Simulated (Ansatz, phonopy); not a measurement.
# W (Tungsten, Im-3m): a volume series of phonon spectra, part 3 of 3

Aim: how the vibrations of W (Tungsten) shift with volume, and the expansion that follows.

Ansatz 0.2.0; DFT PBEsol, scalar-relativistic, plane waves, PAW; PAW set soft_1.

So far. Step 9 (Lattice dynamics at this volume, V/V0 0.985): No mode is imaginary beyond numerical noise at the solved wavevectors. Step 10 (Single point at a scaled cell, V/V0 1.03): The run ends at a pressure of -9.07 GPa.

**11. Phonons, V/V0 1.03**

Phonons at this volume give one point of F(V, T); meshes stay fixed along the series.

input.yaml reads:

```yaml
crystal:
  lattice:
    - [-1.5928038964, 1.5928038964, 1.5928038964]
    - [1.5928038964, -1.5928038964, 1.5928038964]
    - [1.5928038964, 1.5928038964, -1.5928038964]
  atoms:
    - { symbol: W, position: [0.0, 0.0, 0.0] }
kpoints:
  mp_grid: { grid: [20, 20, 20] }
hamiltonian:
  xc: pbesol
  pseudopotentials: { kind: paw, azcp: { folder: soft_1 }, xc_functional: pbe }
scf:
  occupations: { method: methfessel_paxton, width: 0.2 }
  lower_state_search: "off"
output:
  eigenvalues: true
phonons:
  method: dfpt
  qmesh: [4, 4, 4]
  temperatures: { t_max: 1000, t_step: 50 }
  qpath:
    path:
      - [[0.0, 0.0, 0.0], [0.5, -0.5, 0.5], [0.0, 0.0, 0.5], [0.0, 0.0, 0.0], [0.25, 0.25, 0.25], [0.5, -0.5, 0.5]]
      - [[0.25, 0.25, 0.25], [0.0, 0.0, 0.5]]
    npoints: 10
```

The run is started by

```console
> ansatz run input.yaml --threads 8 --pin off --max-ram 16384MiB --backend cpu --events-out ev --progress --plain --runs-dir out
```

Numbers of over 12 decimals in the logs are rounded to 6 here.

Log:

```text
[...]
Crystal: 1 atoms, lattice volume = 16.164 Å³
Basis set: ecut = 420 eV, 321 PW (Γ), exchange–correlation on 40×40×40 points (8 copies of the dense FFT grid, shifted against one another)
Bands: 11, of which v1, the nominal top of the filled ones, is band 7 counted from 1 (6 counted from 0)
Symmetry: 48 space group operations
k-points: 256 of 8000
[...]
k-point 255: bands = [... 3 lower, -16.8188, 16.0590, 16.0590, 26.7908, 26.7908, 26.7908, 29.8501, 29.8501]
[...]
ASR residual: 2.744e-7 → 0.000e0 eV/Å²; symmetrization residual: 3.571e-13 eV/Å²
  ASR residual per site (eV/Å²): 2.74e-7
  Γ frequencies (cm⁻¹): 0.00 0.00 0.00
--- Phonons (arbitrary-q DFPT): 8 irreducible q on the 4×4×4 mesh ---
[...]
interpolated dispersion: 62 rows × 3 modes
[...]
[key lines of the parts left out:]
SCF converged after 7 iterations
Free energy (F): -10257.572547 eV
Fermi energy:    21.815031 eV
```

It took 75 s on 8 threads of Arm Neoverse V1, shared host; peak memory 3.3 GiB; 8.7 min of CPU time.

No mode is imaginary beyond numerical noise at the solved wavevectors.

**12. A cell at another volume, V/V0 0.97**

Symmetry fixes every atom, so a single point at the scaled cell gives the energy and pressure of this member.

input.yaml, the sections that differ from step 11:

```yaml
crystal:
  lattice:
    - [-1.5612548935, 1.5612548935, 1.5612548935]
    - [1.5612548935, -1.5612548935, 1.5612548935]
    - [1.5612548935, 1.5612548935, -1.5612548935]
  atoms:
    - { symbol: W, position: [0.0, 0.0, 0.0] }
output:
  forces: true
  stress: true
  eigenvalues: true
# kpoints, hamiltonian, scf: as in step 11
# phonons: removed
```

Log:

```text
[...]
Crystal: 1 atoms, lattice volume = 15.222 Å³
Basis set: ecut = 420 eV, 321 PW (Γ), exchange–correlation on 40×40×40 points (8 copies of the dense FFT grid, shifted against one another)
Bands: 11, of which v1, the nominal top of the filled ones, is band 7 counted from 1 (6 counted from 0)
Symmetry: 48 space group operations
[...]
k-points: 256 of 8000
[...]
--- Band table (eV; the first three rows and the last of 256) ---
  k-point 0: bands = [... 3 lower, -14.2653, 13.4184, 21.9716, 21.9716, 21.9716, 25.6122, 25.6122, 37.8980]
  k-point 1: bands = [... 3 lower, -14.2655, 13.5469, 21.8926, 21.9552, 22.0960, 25.4807, 25.6129, 38.0099]
  k-point 2: bands = [... 3 lower, -14.2662, 13.9199, 21.6712, 21.8861, 22.4659, 25.1822, 25.6202, 38.3060]
  k-point 255: bands = [... 3 lower, -15.2961, 17.1005, 17.1005, 28.7608, 28.7608, 28.7608, 31.8767, 31.8767]
[key lines of the parts left out:]
SCF converged after 6 iterations
Free energy (F): -10257.571087 eV
Fermi energy:    23.351645 eV
P = ⅓ Tr σ = 10.5659 GPa (105.659 kbar)
```

Run time: 0.64 s. Hardware: 8 threads; peak memory 0.32 GiB; 3.1 s of CPU time.

The run ends at a pressure of 10.57 GPa.

**13. Lattice dynamics at this volume, V/V0 0.97**

Phonons at this volume give one point of F(V, T); meshes stay fixed along the series.

Edit input.yaml of step 12 so:

```diff
@@ -16,4 +16,11 @@
 output:
-  forces: true
-  stress: true
   eigenvalues: true
+phonons:
+  method: dfpt
+  qmesh: [4, 4, 4]
+  temperatures: { t_max: 1000, t_step: 50 }
+  qpath:
+    path:
+      - [[0.0, 0.0, 0.0], [0.5, -0.5, 0.5], [0.0, 0.0, 0.5], [0.0, 0.0, 0.0], [0.25, 0.25, 0.25], [0.5, -0.5, 0.5]]
+      - [[0.25, 0.25, 0.25], [0.0, 0.0, 0.5]]
+    npoints: 10
```

Log:

```text
[...]
Crystal: 1 atoms, lattice volume = 15.222 Å³
Basis set: ecut = 420 eV, 321 PW (Γ), exchange–correlation on 40×40×40 points (8 copies of the dense FFT grid, shifted against one another)
Bands: 11, of which v1, the nominal top of the filled ones, is band 7 counted from 1 (6 counted from 0)
Symmetry: 48 space group operations
k-points: 256 of 8000
[...]
k-point 255: bands = [... 3 lower, -15.2961, 17.1005, 17.1005, 28.7608, 28.7608, 28.7608, 31.8767, 31.8767]
[...]
ASR residual: 7.972e-6 → 0.000e0 eV/Å²; symmetrization residual: 7.014e-13 eV/Å²
  ASR residual per site (eV/Å²): 7.97e-6
  Γ frequencies (cm⁻¹): 0.00 0.00 0.00
--- Phonons (arbitrary-q DFPT): 8 irreducible q on the 4×4×4 mesh ---
[...]
interpolated dispersion: 62 rows × 3 modes
[...]
[key lines of the parts left out:]
SCF converged after 7 iterations
Free energy (F): -10257.571087 eV
Fermi energy:    23.351643 eV
```

The job ended after 72 s (8 threads; peak memory 3.2 GiB; 8.4 min of CPU time).

No LO-TO term. Phonon branches along the path, in cm⁻¹:

| point | branch 1 | branch 2 | branch 3 |
| --- | --- | --- | --- |
| Γ | 0 | 0 | 0 |
| halfway | 145 | 145 | 208 |
| H | 202 | 202 | 202 |
| halfway | 169 | 185 | 222 |
| N | 149 | 153 | 240 |
| halfway | 104 | 107 | 175 |
| Γ | 0 | 0 | 0 |
| halfway | 136 | 136 | 185 |
| P | 191 | 191 | 191 |
| halfway | 168 | 205 | 205 |
| H | 202 | 202 | 202 |
| jump to P | 191 | 191 | 191 |
| halfway | 170 | 176 | 220 |
| N | 149 | 153 | 240 |

The phonon branches as a text plot (rows in cm⁻¹):

```
    235 |                  ****                                **
    225 |       **       **    *                              *
    215 |         *     *       *                            *
    205 |     **   *****                     **    ******** *
    195 |          * ****                   *  ****     ** *
    185 |    *    *    * *                 *  ** *     *   ***
    175 |        *      * *      *           *    *   *     **
    165 |       *        ***              *        ***        *
    155 |                  ****             *                  **
    145 |   * **            ****  *
    135 |                       *        * *
    125 |    *
    115 |                          *      *
    105 |  *                     *
     95 |   *                           *
     85 |                         *      *
     75 |                           *
     65 |  *                       *
     55 | *                             *
     45 |                           *  *
     35 | *                          *
     25 |                            * *
     15 |
      5 |*                            *
         Γ           H       N        Γ         P        H|P    N
```

No mode is imaginary beyond numerical noise at the solved wavevectors.

**14. A cell at another volume, V/V0 1.05**

Symmetry fixes every atom, so a single point at the scaled cell gives the energy and pressure of this member.

The cell differs from the one that the last finished run ended in (a 2.704 → 2.777 Å, b 2.704 → 2.777 Å, c 2.704 → 2.777 Å).

input.yaml, the sections that differ from step 13:

```yaml
crystal:
  lattice:
    - [-1.6030472898, 1.6030472898, 1.6030472898]
    - [1.6030472898, -1.6030472898, 1.6030472898]
    - [1.6030472898, 1.6030472898, -1.6030472898]
  atoms:
    - { symbol: W, position: [0.0, 0.0, 0.0] }
output:
  forces: true
  stress: true
  eigenvalues: true
# kpoints, hamiltonian, scf: as in step 13
# phonons: removed
```

Log:

```text
[...]
Crystal: 1 atoms, lattice volume = 16.478 Å³
Basis set: ecut = 420 eV, 321 PW (Γ), exchange–correlation on 40×40×40 points (8 copies of the dense FFT grid, shifted against one another)
Bands: 11, of which v1, the nominal top of the filled ones, is band 7 counted from 1 (6 counted from 0)
Symmetry: 48 space group operations
[...]
k-points: 256 of 8000
[...]
--- Band table (eV; the first three rows and the last of 256) ---
  k-point 0: bands = [... 3 lower, -16.4902, 11.8491, 20.1042, 20.1042, 20.1042, 23.4204, 23.4204, 35.7086]
  k-point 1: bands = [... 3 lower, -16.4903, 11.9655, 20.0343, 20.0898, 20.2159, 23.3081, 23.4218, 35.8064]
  k-point 2: bands = [... 3 lower, -16.4906, 12.3050, 19.8382, 20.0290, 20.5483, 23.0490, 23.4304, 36.0598]
  k-point 255: bands = [... 3 lower, -17.2940, 15.7343, 15.7343, 26.1817, 26.1817, 26.1817, 29.2264, 29.2264]
[key lines of the parts left out:]
SCF converged after 6 iterations
Free energy (F): -10257.549503 eV
Fermi energy:    21.341424 eV
P = ⅓ Tr σ = -14.3651 GPa (-143.651 kbar)
```

Wall time 0.65 s (8 threads); peak memory 0.32 GiB.

The run ends at a pressure of -14.37 GPa.

**15. Lattice dynamics at this volume, V/V0 1.05**

Phonons at this volume give one point of F(V, T); meshes stay fixed along the series.

Edit input.yaml of step 14 so:

```diff
@@ -16,4 +16,11 @@
 output:
-  forces: true
-  stress: true
   eigenvalues: true
+phonons:
+  method: dfpt
+  qmesh: [4, 4, 4]
+  temperatures: { t_max: 1000, t_step: 50 }
+  qpath:
+    path:
+      - [[0.0, 0.0, 0.0], [0.5, -0.5, 0.5], [0.0, 0.0, 0.5], [0.0, 0.0, 0.0], [0.25, 0.25, 0.25], [0.5, -0.5, 0.5]]
+      - [[0.25, 0.25, 0.25], [0.0, 0.0, 0.5]]
+    npoints: 10
```

Log:

```text
[...]
Crystal: 1 atoms, lattice volume = 16.478 Å³
Basis set: ecut = 420 eV, 321 PW (Γ), exchange–correlation on 40×40×40 points (8 copies of the dense FFT grid, shifted against one another)
Bands: 11, of which v1, the nominal top of the filled ones, is band 7 counted from 1 (6 counted from 0)
Symmetry: 48 space group operations
k-points: 256 of 8000
[...]
k-point 255: bands = [... 3 lower, -17.2940, 15.7343, 15.7343, 26.1817, 26.1817, 26.1817, 29.2264, 29.2264]
[...]
ASR residual: 3.019e-5 → 0.000e0 eV/Å²; symmetrization residual: 4.547e-13 eV/Å²
  ASR residual per site (eV/Å²): 3.02e-5
  Γ frequencies (cm⁻¹): 0.00 0.00 0.00
--- Phonons (arbitrary-q DFPT): 8 irreducible q on the 4×4×4 mesh ---
[...]
interpolated dispersion: 62 rows × 3 modes
[...]
[key lines of the parts left out:]
SCF converged after 7 iterations
Free energy (F): -10257.549503 eV
Fermi energy:    21.341412 eV
```

Run time: 75 s. Hardware: 8 threads; peak memory 3.4 GiB.

No mode is imaginary beyond numerical noise at the solved wavevectors.

**16. Mode Grüneisen parameters**

This step: DFT PBEsol, scalar-relativistic, plane waves, PAW; PAW set soft_1 (phonopy 4.10.0).

Numbers from this step:

```yaml
share_of_modes_with_a_negative_grueneisen_parameter: 0
```

Mean Grüneisen, by row:

| T (K) | heat-capacity-weighted mean | root mean square |
| --- | --- | --- |
| 50 | 1.547 | 1.589 |
| 100 | 1.64 | 1.681 |
| 200 | 1.67 | 1.71 |
| 300 | 1.676 | 1.716 |
| 500 | 1.679 | 1.719 |
| 800 | 1.68 | 1.721 |

Mean mode Grueneisen parameter against wavenumber:

| wavenumber (cm⁻¹) | mean mode Grueneisen parameter |
| --- | --- |
| 3.7 | - |
| 11.2 | - |
| 26.2 | 1.15 |
| 33.7 | 1.19 |
| 48.7 | 1.17 |
| 56.2 | 1.09 |
| 63.7 | 1.26 |
| 78.7 | 1.26 |
| 86.2 | 1.2 |
| 93.7 | 1.37 |
| 108.7 | 1.39 |
| 116.2 | 1.37 |
| 131.2 | 1.47 |
| 138.7 | 1.63 |
| 146.2 | 1.59 |
| 161.2 | 1.5 |
| 168.7 | 1.61 |
| 176.2 | 1.75 |
| 191.2 | 2.06 |
| 198.7 | 2.06 |
| 213.7 | 1.99 |
| 221.2 | 2.19 |

Volume series, by row:

| V/V0 | V (Å³/atom) | pressure (GPa) | E - E0 (meV/atom) | gap (eV) | zero-point energy (meV/atom) | lowest on the path (cm⁻¹) | highest at Gamma without the LO-TO term (cm⁻¹) |
| --- | --- | --- | --- | --- | --- | --- | --- |
| 0.97 | 15.22 | 10.57 | 15.18 | 0 | 31.76 | 0 | - |
| 0.985 | 15.46 | 5.084 | 3.706 | 0 | 30.97 | 0 | - |
| 1 | 15.69 | 0 | 0 | 0 | 30.18 | 0 | - |
| 1.015 | 15.93 | -4.711 | 3.489 | 0 | 29.4 | 0 | - |
| 1.03 | 16.16 | -9.069 | 13.65 | 0 | 28.62 | 0 | - |
| 1.05 | 16.48 | -14.37 | 36.73 | 0 | 27.6 | 0 | - |

Grüneisen at points, by row:

| point | branch | frequency (cm⁻¹) | mode Grüneisen parameter |
| --- | --- | --- | --- |
| H | 1 | 190.1 | 2.09 |
| N | 1 | 139.7 | 2.16 |
| N | 2 | 148.8 | 0.93 |
| N | 3 | 225.3 | 2.21 |
| P | 1 | 182.6 | 1.61 |

**17. Free-energy fit**

This step gave:

```
volume expansion coefficient at 300 K : 13.27 1e-6/K
isothermal bulk modulus at 300 K      : 318.8 GPa
C_P at 300 K                          : 23.87 J/mol-atom/K
Grüneisen parameter at 300 K          : 1.696
```

Energy (each curve on its own zero) against volume; values in meV/atom:

| volume (Å³/atom) | static | F at 0 K | F at 300 K | F at 1300 K |
| --- | --- | --- | --- | --- |
| 15.222 | 15.2 | 17.2 | 20.4 | 36.8 |
| 15.458 | 3.71 | 4.92 | 6.96 | 17.2 |
| 15.693 | 0 | 0.43 | 1.22 | 5.05 |
| 15.928 | 3.49 | 3.13 | 2.62 | -0.06 |
| 16.164 | 13.7 | 12.5 | 10.7 | 1.32 |
| 16.478 | 36.7 | 34.6 | 30.9 | 12.4 |

Phonopy-qha, vinet fit of F(V) at each temperature; no electronic free energy. Qha vinet, by row:

| T (K) | fitted volume (Å³/atom) | alpha_V (1e-6/K) | B_T (GPa) | C_P (J/mol-atom/K) | Grueneisen |
| --- | --- | --- | --- | --- | --- |
| 100 | 15.72 | 8.56 | 323.4 | 16.07 | 1.624 |
| 150 | 15.73 | 11.12 | 322.4 | 20.45 | 1.666 |
| 200 | 15.74 | 12.28 | 321.2 | 22.34 | 1.682 |
| 250 | 15.75 | 12.89 | 320 | 23.31 | 1.69 |
| 300 | 15.76 | 13.27 | 318.8 | 23.87 | 1.696 |
| 350 | 15.77 | 13.53 | 317.5 | 24.22 | 1.7 |
| 400 | 15.78 | 13.73 | 316.3 | 24.47 | 1.704 |
| 450 | 15.79 | 13.89 | 315.1 | 24.65 | 1.707 |
| 500 | 15.81 | 14.02 | 313.8 | 24.79 | 1.711 |
| 550 | 15.82 | 14.14 | 312.6 | 24.9 | 1.714 |
| 600 | 15.83 | 14.25 | 311.3 | 24.99 | 1.717 |
| 650 | 15.84 | 14.35 | 310.1 | 25.07 | 1.72 |
| 700 | 15.85 | 14.45 | 308.8 | 25.14 | 1.724 |
| 750 | 15.86 | 14.54 | 307.6 | 25.21 | 1.727 |
| 800 | 15.87 | 14.63 | 306.3 | 25.27 | 1.73 |
| 850 | 15.89 | 14.72 | 305.1 | 25.33 | 1.733 |
| 900 | 15.9 | 14.81 | 303.8 | 25.38 | 1.736 |
| 950 | 15.91 | 14.89 | 302.5 | 25.43 | 1.739 |
| 1000 | 15.92 | 14.98 | 301.3 | 25.48 | 1.743 |
| 1050 | 15.93 | 15.07 | 300 | 25.53 | 1.746 |
| 1100 | 15.94 | 15.15 | 298.8 | 25.58 | 1.749 |
| 1150 | 15.96 | 15.24 | 297.5 | 25.62 | 1.752 |
| 1200 | 15.97 | 15.32 | 296.2 | 25.67 | 1.755 |
| 1250 | 15.98 | 15.41 | 295 | 25.71 | 1.759 |

The volume expansion coefficient, phonopy-qha, Vinet by temperature:

temperature (K), volume expansion coefficient, phonopy-qha, Vinet (1e-6/K) and a bar from the least value:
```
       75        6.2 
      125       10.1 #############
      200       12.3 ####################
      250       12.9 ######################
      300       13.3 #######################
      350       13.5 ########################
      425       13.8 #########################
      475       14.0 #########################
      525       14.1 ##########################
      600       14.2 ##########################
      650       14.3 ##########################
      700       14.4 ###########################
      750       14.5 ###########################
      825       14.7 ############################
      875       14.8 ############################
      925       14.8 ############################
     1000       15.0 ############################
     1050       15.1 #############################
     1100       15.2 #############################
     1150       15.2 #############################
     1225       15.4 ##############################
     1275       15.4 ##############################
```

The fit gives a volume expansion of 13.3 × 10⁻⁶/K at 300 K.

**18. What came out**

```json
{
 "volume expansion coefficient at 300 K": "13.27 1e-6/K",
 "isothermal bulk modulus at 300 K": "318.8 GPa",
 "C_P at 300 K": "23.87 J/mol-atom/K",
 "Grüneisen parameter at 300 K": "1.696",
 "mean mode Grüneisen parameter at 300 K": "1.68"
}
```

What this shows: Near room temperature W (Tungsten) expands by 13.3 × 10⁻⁶/K in volume by PBEsol, with C_P = 23.9 J/(mol K) per mole of atoms and B_T = 319 GPa. C_P at room temperature is 96 % of the classical 3R an atom. The fit leaves out the electrons' free energy, which adds to C_P and to the expansion of a metal at high temperature. The heat-capacity-weighted Grüneisen parameter goes from 1.55 at 50 K to 1.68 at 800 K. Weighting γ by the density of states and each mode's heat capacity at 300 K, modes below 80 cm⁻¹ give about 2 % of the sum of γC that drives the expansion, those up to 150 cm⁻¹ 28 % and the rest 70 %. Among the labelled points γ is largest for branch 3 at N (225 cm⁻¹, 2.2) and smallest for branch 2 at N (149 cm⁻¹, 0.93). The program warned that a few bands missed the eigensolver's threshold in at least one of the runs. The PAW files were made for PBE and are used here under another functional, for which the program regenerates the frozen cores.

[Logs are printed without paths, hosts, clocks, repeated set-up lines and the standing remarks that a program may print on its own settings, such as how far it seeks lower states.]

[Hosts, paths, dates, database ids (printed as entryN), source tags and the programs' standing remarks are cut or masked in the printed files.]

[A step with changed settings may run another functional than the one named; its input shows which.]

[Of the runs on displaced cells, only some may be shown.]
